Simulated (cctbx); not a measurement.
## Interatomic vectors of AlCu3Te3

Space group R-3 (no. 148), a = 6.8540 Å, b = 6.8540 Å, c = 19.2280 Å, α = 90.00°, β = 90.00°, γ = 120.00°, content Te18 Cu18 Al6.

The data are simulated with cctbx, not measured: Mo Kα, λ = 0.71073 Å, to d = 0.77 Å, 95 % of the full sphere, strongest reflection 20000 counts, noise from counting, a 1.5 % proportional error and a noise floor of 2 counts (s.d.); no absorption, some extinction.

Patterson synthesis, origin scaled to 1000:

```text
Patterson group R -3 :H
      u       v       w   height  length (A)
  0.000   0.000   0.000   1000.0     0.00
  0.000   0.000   0.333    890.6     6.41
 -0.001   0.333   0.180    356.6     4.14
  0.000   0.000   0.131    347.6     2.53
 -0.001   0.333   0.050    340.6     2.48
  0.000   0.000   0.465    329.6     8.94
  0.000   0.000   0.202    288.5     3.88
 -0.003   0.345   0.244     51.3     5.26
  0.003   0.135   0.963     10.4     1.15
  0.001   0.108   0.047      8.3     1.17
  0.005   0.133   0.296      7.4     5.76
  0.003   0.132   0.629      7.2     7.19
  0.001   0.111   0.380      6.8     7.35
  0.006   0.113   0.710      6.1     5.62
```

Q: Assign the vectors.

A peak at u stands for all pairs with xi − xj = u, with weight Σ ZiZj against Σ Z² = 64824 at the origin. Peak heights follow these weights only roughly, since form factors, motion and series ripples differ, all vectors within 0.55 Å of a peak are counted as merged into it though the farther ones add only part of their weight, and F(000) is left out, which lowers the whole map:

| u | v | w | shortest length (Å) | height | 1000 ΣZiZj/ΣZ² | pairs in the cell |
| --- | --- | --- | --- | --- | --- | --- |
| 0.000 | 0.000 | 0.333 | 3.96 | 891 | 992 | 18 × Te–Te, 18 × Cu–Cu, 3 × Al–Al |
| -0.001 | 0.333 | 0.180 | 3.73 | 357 | 375 | 9 × Te–Te |
| 0.000 | 0.000 | 0.131 | 2.52 | 348 | 419 | 18 × Te–Cu |
| -0.001 | 0.333 | 0.050 | 2.48 | 341 | 481 | 18 × Te–Cu, 6 × Te–Al |
| 0.000 | 0.000 | 0.465 | 4.70 | 330 | 419 | 18 × Te–Cu |
| 0.000 | 0.000 | 0.202 | 3.88 | 288 | 419 | 18 × Te–Cu |
| -0.003 | 0.345 | 0.244 | 2.81 | 51 | 117 | 9 × Cu–Cu |

The table stops at ten peaks or at a height of 45, below which ripples compete. In the model behind the data Te, the heaviest element, has 1 independent site: (0.6562, 0.6631, 0.2443), up to an allowed shift of origin; the Te–Te vectors are differences of these positions and their symmetry mates. The whole model:

```
atom  mult.       x       y       z  Ueq (Å²)
 Te1     18  0.6562  0.6631  0.2443    0.0097
 Cu1     18  0.6889  0.6683  0.0426    0.0140
 Al1      6       0       0  0.1676    0.0146
```

The model was made for the exercise: a known structure type with other elements put in, its volume estimated, not relaxed; displacement parameters are assumed.

[Logs are printed without paths, hosts, clocks, repeated set-up lines and the standing remarks that a program may print on its own settings, such as how far it seeks lower states.]
